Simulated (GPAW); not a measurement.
# PtS2 (1T monolayer): G0W0 with GPAW, start to end

How does a plane-wave GW calculation on PtS2 (1T monolayer) run from the first input to the gap?

Calculated with GPAW 26.7.0; LDA and many-body steps on it, plane waves.

## (1) The starting structure

The cell holds 3 atoms: 1 Pt and 2 S. Its edges and angles: a = 3.621 Å, b = 3.621 Å, c = 13.900 Å, α = 90.0°, β = 90.0°, γ = 120.0°. Vacuum lies along c.

The start is a generated structure, not a measured one. Spin-orbit coupling is left out unless a step names it.

## (2) Relaxation

This step: GPAW 26.7.0; DFT, LDA, plane waves, PAW.

A relaxation at this level of theory: leftover forces would pass straight into the levels.

The input, run.py:

```python
import json
import numpy as np
from gpaw.mpi import world
from ase import Atoms
from ase.constraints import FixSymmetry
from ase.filters import FrechetCellFilter
from ase.optimize import BFGS
from gpaw import GPAW, PW, FermiDirac

atoms = Atoms(['Pt', 'S', 'S'],
    cell=[[3.6207302000, 0.0000000000, 0.0000000000],
      [-1.8103651000, 3.1356443334, 0.0000000000],
      [0.0000000000, 0.0000000000, 13.9000000000]],
    scaled_positions=[[0.0000000000, 0.0000000000, 0.5000000000],
      [0.3333333333, 0.6666666667, 0.6058446309],
      [0.6666666667, 0.3333333333, 0.3941553691]],
    pbc=(True, True, False))
atoms.set_constraint(FixSymmetry(atoms))
atoms.calc = GPAW(mode=PW(550),
    xc='LDA',
    kpts={'size': (9, 9, 1), 'gamma': True},
    occupations=FermiDirac(0.02),
    convergence={'density': 1e-5},
    txt='relax.txt')
steps = []
opt = BFGS(FrechetCellFilter(atoms, mask=[1, 1, 0, 0, 0, 1]), logfile='bfgs.log')
opt.attach(lambda: steps.append([atoms.get_potential_energy(), atoms.cell[:], atoms.positions.copy(), atoms.get_forces()]))
converged = opt.run(fmax=0.03, steps=50)
res = {'converged': bool(converged), 'steps': steps, 'cell': atoms.cell[:], 'frac': atoms.get_scaled_positions()}

if world.rank == 0:
    with open('result.json', 'w') as f:
        json.dump(res, f, default=lambda x: x.tolist())
```

Started as:

```console
$ mpirun -n 4 gpaw python run.py
```

Numbers of over 12 decimals in the logs are rounded to 6 here.

Output:

```text
Step     Time          Energy          fmax
BFGS:    0       -17.172186        3.098768
BFGS:    1       -17.595466        2.669814
BFGS:    2       -18.235287        1.430927
[...]
BFGS:    8       -18.362040        0.052570
BFGS:    9       -18.362269        0.008621
```

The job ended after 53 s (4 MPI ranks of Arm Neoverse V1, shared host; peak memory 0.97 GiB; 3.5 min of CPU time).

Relaxation path:

```
step  energy less that of the first step (eV)  largest force (eV/Å)
   1                                   0.0000                3.0988
   2                                  -0.4233                2.6698
   3                                  -1.0631                0.8346
   4                                  -1.1486                0.5688
   5                                  -1.1609                0.2776
   6                                  -1.1669                0.1356
   7                                  -1.1785                0.0599
   8                                  -1.1872                0.1176
   9                                  -1.1899                0.0526
  10                                  -1.1901                0.0086
```

The atoms that moved most (Å):

```
atom     dx     dy      dz  length
  S2  0.000  0.000  -0.259   0.259
  S3  0.000  0.000   0.259   0.259
```

The relaxed structure:

```xyz
3
Lattice="3.5075 0.0000 0.0000 -1.7537 3.0376 0.0000 0.0000 0.0000 13.9000" Properties=species:S:1:pos:R:3
Pt    0.0000    0.0000    6.9500
S     0.0000    2.0250    8.1622
S     1.7537    1.0125    5.7378
```

## (3) Ground state

The ground-state density comes first.

The input, run.py:

```python
import json
import numpy as np
from gpaw.mpi import world
from ase import Atoms
from gpaw import GPAW, PW, FermiDirac

atoms = Atoms(['Pt', 'S', 'S'],
    cell=[[3.5074890838, 0.0000000000, 0.0000000000],
      [-1.7537445419, 3.0375746501, 0.0000000000],
      [0.0000000000, 0.0000000000, 13.9000000000]],
    scaled_positions=[[0.0000000000, 0.0000000000, 0.5000000000],
      [0.3333333333, 0.6666666667, 0.5872098398],
      [0.6666666667, 0.3333333333, 0.4127901602]],
    pbc=(True, True, False))
calc = GPAW(mode=PW(450),
    xc='LDA',
    kpts={'size': (12, 12, 1), 'gamma': True},
    occupations=FermiDirac(0.001),
    nbands=-7,
    convergence={'density': 1e-6, 'bands': -3},
    maxiter=100,
    txt='gs.txt')
atoms.calc = calc
res = {'energy': atoms.get_potential_energy()}
kpts = calc.get_ibz_k_points()
res['kpts'] = kpts
res['eigenvalues'] = [calc.get_eigenvalues(kpt=k) for k in range(len(kpts))]
res['n_electrons'] = calc.get_number_of_electrons()
calc.write('gs.gpw')

if world.rank == 0:
    with open('result.json', 'w') as f:
        json.dump(res, f, default=lambda x: x.tolist())
```

Started as:

```console
$ mpirun -n 4 gpaw python run.py
```

Output:

```text
__  _  _
 | _ |_)|_||  |
 |__||  | ||/\| - 26.7.0

Input parameters:
  mode=PW(ecut=450.000000),
  convergence={'density': 1e-06, 'bands': -3},
  kpts=MonkhorstPack(size=(12, 12, 1), gamma=True),
  maxiter=100,
  nbands=-7,
  occupations=Occupations(name='fermi-dirac', width=0.001, fixmagmom=False),
  xc=XC(name='LDA')
  [... matrices ...]
Diagonalizing LCAO Hamiltonian
Converting LCAO to pw mode

         S

       Pt
            S

Atoms  # Å, Bohr magnetons
|   | symbol |         x |        y |        z |    initial magnetic moments |
| 0 |     Pt |  0.000000 | 0.000000 | 6.950000 | ( 0.0000,  0.0000,  0.0000) |
| 1 |      S | -0.000000 | 2.025050 | 8.162217 | ( 0.0000,  0.0000,  0.0000) |
| 2 |      S |  1.753745 | 1.012525 | 5.737783 | ( 0.0000,  0.0000,  0.0000) |

Unit cell  # Å
| periodic |         x |        y |         z |   lengths |     angles |
|      yes |  3.507489 | 0.000000 |  0.000000 |  3.507489 |  90.000000 |
|      yes | -1.753745 | 3.037575 |  0.000000 |  3.507489 |  90.000000 |
|       no |  0.000000 | 0.000000 | 13.900000 | 13.900000 | 120.000000 |

Number of symmetries: 12
Symmetry operations  # r_c * U_cc + t_c -> r_c
|    | kind |            matrix            |
|  0 |  σ   |  1, 1, 0,  0,-1, 0,  0, 0, 1 |
|  1 |  S6  |  1, 1, 0, -1, 0, 0,  0, 0,-1 |
|  2 |  E   |  1, 0, 0,  0, 1, 0,  0, 0, 1 |
|  3 |  C2  |  1, 0, 0, -1,-1, 0,  0, 0,-1 |
|  4 |  C2  |  0, 1, 0,  1, 0, 0,  0, 0,-1 |
|  5 |  C3  |  0, 1, 0, -1,-1, 0,  0, 0, 1 |
|  6 |  S6  |  0,-1, 0,  1, 1, 0,  0, 0,-1 |
|  7 |  σ   |  0,-1, 0, -1, 0, 0,  0, 0, 1 |
|  8 |  σ   | -1, 0, 0,  1, 1, 0,  0, 0, 1 |
|  9 |  i   | -1, 0, 0,  0,-1, 0,  0, 0,-1 |
| 10 |  C3  | -1,-1, 0,  1, 0, 0,  0, 0, 1 |
| 11 |  C2  | -1,-1, 0,  0, 1, 0,  0, 0,-1 |

BZ-sampling:
  Number of BZ points: 144
  Number of IBZ points: 19

  Monkhorst-Pack size: [12, 12, 1]
  Monkhorst-Pack shift: [0.041667, 0.041667, 0.0]

K-points  # in reciprocal-cell coordinates
|     |                                coordinates |     weight |
|   0 | ( -0.00000000,  -0.00000000,   0.00000000) | 0.00694444 |
|   1 | (  0.08333333,  -0.00000000,   0.00000000) | 0.04166667 |
|   2 | (  0.16666667,  -0.08333333,   0.00000000) | 0.04166667 |
|   3 | (  0.16666667,  -0.00000000,   0.00000000) | 0.04166667 |
|   4 | (  0.25000000,  -0.08333333,   0.00000000) | 0.08333333 |
|   5 | (  0.25000000,  -0.00000000,   0.00000000) | 0.04166667 |
|   6 | (  0.33333333,  -0.16666667,   0.00000000) | 0.04166667 |
|   7 | (  0.33333333,  -0.08333333,   0.00000000) | 0.08333333 |
|   8 | (  0.33333333,  -0.00000000,   0.00000000) | 0.04166667 |
|   9 | (  0.33333333,   0.33333333,   0.00000000) | 0.01388889 |
| ... |                                            |            |
|  18 | (  0.50000000,   0.50000000,   0.00000000) | 0.02083333 |

Plane wave coefficients: 3264
Cutoff: 450.000000 eV

Spin-components: 1 (collinear spins)
Bands:           21
Projectors:      16
Spin-degeneracy: 2
Datatype:        complex128

  Storage: CPU
  Wave functions: 20_154_288 bytes (5_038_572 per core)
  Projectors: 22_073_744 bytes (5_518_436 per core)
  [... matrices ...]
Parallelization:
  kpt:    4
  domain: 1
  band:   1

Density:
  Valence electrons: 28.0
  Components: 1
  Grid points: [18 18 70]
  Charge: 0.0  # |e|

Potential:
  Grid points: [18 18 70]

species:
  Pt:
    name:    Platinum
    Z:       78.0
    valence: 16
    core:    62
    charge:  0.0  # [|e|]
    compensation charges:
      type: gauss
      rc: 0.41  # [Å]
      lmax: 2
    cutoffs:
      filter: 2.26  # [Å]
      core: 2.26  # [Å]
    projectors
    | kind |    occ | energy [eV] | rcut [Å] |
    |   6s |  1.000 |      -5.930 |    1.307 |
    |   5p |  6.000 |     -56.318 |    1.371 |
    |   6p |  0.000 |      -0.962 |    1.371 |
    |   5d |  9.000 |      -6.387 |    1.307 |
    |    s |        |      21.281 |    1.307 |
    |    d |        |      20.825 |    1.307 |

    Using partial waves for Pt as LCAO basis

  S:
    name:    Sulfur
    Z:       16.0
    valence: 6
    core:    10
    charge:  0.0  # [|e|]
    compensation charges:
      type: gauss
      rc: 0.24  # [Å]
      lmax: 2
    cutoffs:
      filter: 1.77  # [Å]
      core: 1.66  # [Å]
    projectors
    | kind |    occ | energy [eV] | rcut [Å] |
    |   3s |  2.000 |     -17.278 |    0.974 |
    |   3p |  4.000 |      -7.106 |    0.979 |
    |    s |        |       9.933 |    0.974 |
    |    p |        |      20.105 |    0.979 |
    |    d |        |       0.000 |    0.900 |

    Using partial waves for S as LCAO basis

Reference energy: -521745.916756  # eV

eigensolver:
  PPCG
  Converge bands: -3
  niter=2

density mixing:
  MSR1-Mixer
  Pratt-step length: 0.05
  Maximum mixing coefficient: 0.75
  Old densities: 10
  SVD Regularization: 0.005
  Good broyden scale: 1.0
  Trust region scale: 1.0
  Backstep threshold: 4.0
  History deletion threshold: 6.0
  Fourier metric: weight=20.0, sigma=0.015

occupation numbers:
  Fermi-Dirac:
    width: 0.0010  # eV

poisson solver:
  ecut: 3600.000000  # eV

xc functional:
  name: None

Initialization done in: 1.015 s

convergence criteria:
- Maximum integral of absolute [dens]ity change: 1e-06 electrons / valence electron
- Maximum [total energy] change in last 3 cyles: 0.0005 eV / valence electron
- Maximum integral of absolute [eigenst]ate change: 4e-08 eV^2 / valence electron
maximum number of iterations: 100

SCF iterations
|iter     |     time |      energy | eigst |  dens |
|iter:   1|  |  -19.889339 | +0.85 |       |
|iter:   2|  |  -19.405112 | -0.48 | -1.07 |
|iter:   3|  |  -18.411885 | -0.76 | -1.13 |
|iter:   4|  |  -18.366735 | -2.10 | -1.63 |
|iter:   5|  |  -18.343655 | -2.69 | -1.87 |
|iter:   6|  |  -18.343104 | -3.60 | -2.68 |
|iter:   7|  |  -18.343100c| -4.49 | -3.15 |
|iter:   8|  |  -18.343104c| -5.17 | -3.95 |
|iter:   9|  |  -18.343104c| -5.77 | -4.53 |
|iter:  10|  |  -18.343104c| -6.22 | -4.87 |
|iter:  11|  |  -18.343104c| -6.83 | -5.55 |
|iter:  12|  |  -18.343104c| -7.28 | -6.27c|
|iter:  13|  |  -18.343104c| -7.64c| -6.64c|

Converged in 13 steps
SCF loop duration: 8.123 s (0.625 s/step)
Energy contributions relative to reference atoms: (reference = -521745.916756)
  [... matrices ...]
Energy contributions:
  Kinetic:           4.924892
  Coulomb:          -6.930372
  Zero:             -0.491202
  External:          0.000000
  Xc:              -15.846422
  Entropy:          -0.000000
  Spinorbit:         0.000000
  ----------------------------
  Free energy:     -18.343104
  Extrapolated:    -18.343104

dipole moment: (-6.098848, -10.563515, 0.000005)  # |e|*Ang

Fermi level: -0.209
Eigenvalues  # (at kpt = [-0.000, -0.000, 0.000])
| band index |      eig [eV] | occ [0-2] |
|          0 |       -54.786 |     2.000 |
|        ... |               |           |
|          6 |        -7.676 |     2.000 |
|          7 |        -7.253 |     2.000 |
|          8 |        -4.879 |     2.000 |
|          9 |        -4.878 |     2.000 |
|         10 |        -2.562 |     2.000 |
|         11 |        -2.545 |     2.000 |
|         12 |        -2.020 |     2.000 |
|         13 |        -2.020 |     2.000 |
|         14 |         1.619 |     0.000 |
|         15 |         1.619 |     0.000 |
|         16 |         3.691 |     0.000 |
|         17 |         3.956 |     0.000 |
|         18 |         4.791 |     0.000 |
|         19 |         5.204 |     0.000 |
|         20 |         6.973 |     0.000 |

Gap: 1.763 eV
Transition (v -> c):
  (s=0, k=6, n=13, [0.33, -0.17, 0.00]) -> (s=0, k=5, n=14, [0.25, -0.00, 0.00])
Direct/indirect transitions are different
Direct gap: 1.937 eV
Transition at: (s=0, k=5, n=13, [0.25, -0.00, 0.00])
vacuum-level: 4.772  # V
# Writing to gs.gpw (mode='')
  [... matrices ...]
```

The job ended after 11 s (4 MPI ranks; peak memory 0.71 GiB).

This step gave:

```yaml
total_energy: -18.34 eV
gap: 1.763 eV
k_of_the_valence_top: 0.3333, -0.1667, 0
k_of_the_conduction_bottom: 0.25, 0, 0
least_direct_gap: 1.937 eV
```

The gap is indirect, with the least direct gap 0.17 eV higher.

## (4) Empty states on the mesh, 9×9×1 mesh, 250 bands

The sums over transitions need many empty states on a uniform mesh; this step solves for them.

The input, run.py:

```python
import json
import numpy as np
from gpaw.mpi import world
from gpaw import GPAW

calc = GPAW('gs.gpw').fixed_density(kpts={'size': (9, 9, 1), 'gamma': True},
    parallel={'domain': 1, 'band': 1},
    txt='nscf.txt')
calc.diagonalize_full_hamiltonian(nbands=250)
calc.write('full.gpw', mode='all')
res = {}
kpts = calc.get_ibz_k_points()
res['kpts'] = kpts
res['eigenvalues'] = [calc.get_eigenvalues(kpt=k) for k in range(len(kpts))]
res['n_electrons'] = calc.get_number_of_electrons()

if world.rank == 0:
    with open('result.json', 'w') as f:
        json.dump(res, f, default=lambda x: x.tolist())
```

Started as:

```console
$ mpirun -n 4 gpaw python run.py
```

Output:

```text
Diagonalizing LCAO Hamiltonian
Converting LCAO to pw mode
convergence criteria:
- Maximum integral of absolute [eigenst]ate change: 4e-08 eV^2 / valence electron
maximum number of iterations: 100

SCF iterations
|iter     |     time |      energy | eigst |  dens |
|iter:   1|  |             | +0.85 |       |
|iter:   2|  |             | -0.38 |       |
|iter:   3|  |             | -1.44 |       |
[...]
|iter:  14|  |             | -6.83 |       |
|iter:  15|  |             | -7.22 |       |
|iter:  16|  |             | -7.42c|       |
SCF steps: 16
  __  _  _
 | _ |_)|_||  |
 |__||  | ||/\| - 26.7.0

Input parameters:
  mode=PW(ecut=450.000000),
  convergence={'density': 1e-06, 'bands': -3},
  gpts=array([18, 18, 70]),
  kpts=MonkhorstPack(size=(9, 9, 1), gamma=True),
  maxiter=100,
  nbands=21,
  occupations=Occupations(name='fermi-dirac', width=0.001, fixmagmom=False),
  parallel={'domain': 1, 'band': 1},
  xc=XC(name='LDA')
Matrix size: 3204x3204
# Writing to full.gpw (mode='all')
  [... matrices ...]

timing:  # [seconds]
  Total: 103.496  # ━━━━━━━━━━━━━━━━━━━━━━━━━━━━━━━━━━━━━━━━━━━━━━━━━━━━━━━━━
```

It took 1.8 min on 4 MPI ranks; peak memory 4 GiB; 7.4 min of CPU time.

Numbers from this step:

```yaml
gap: 1.803 eV
k_of_the_valence_top: 0.1111, 0, 0
k_of_the_conduction_bottom: 0.2222, 0, 0
least_direct_gap: 1.901 eV
k_points_computed: 12
lowest_point_of_the_top_converged_band_above_the_valence_top: 76.5020 eV
```

On this mesh the gap is 1.803 eV. The earlier step found 1.763 eV, so this mesh misses an edge.

(Continued in part 2 of 2.)

[Paths, hosts, dates, memory and timing lines, banners, echoed tables and standing remarks are left out of the program output.]

[Logs are printed without paths, hosts, clocks, repeated set-up lines and the standing remarks that a program may print on its own settings, such as how far it seeks lower states.]

[Runs of the session that timed out or met a known fault of the program may be left out.]

[Hosts, paths, dates, database ids (printed as entryN), source tags and the programs' standing remarks are cut or masked in the printed files.]
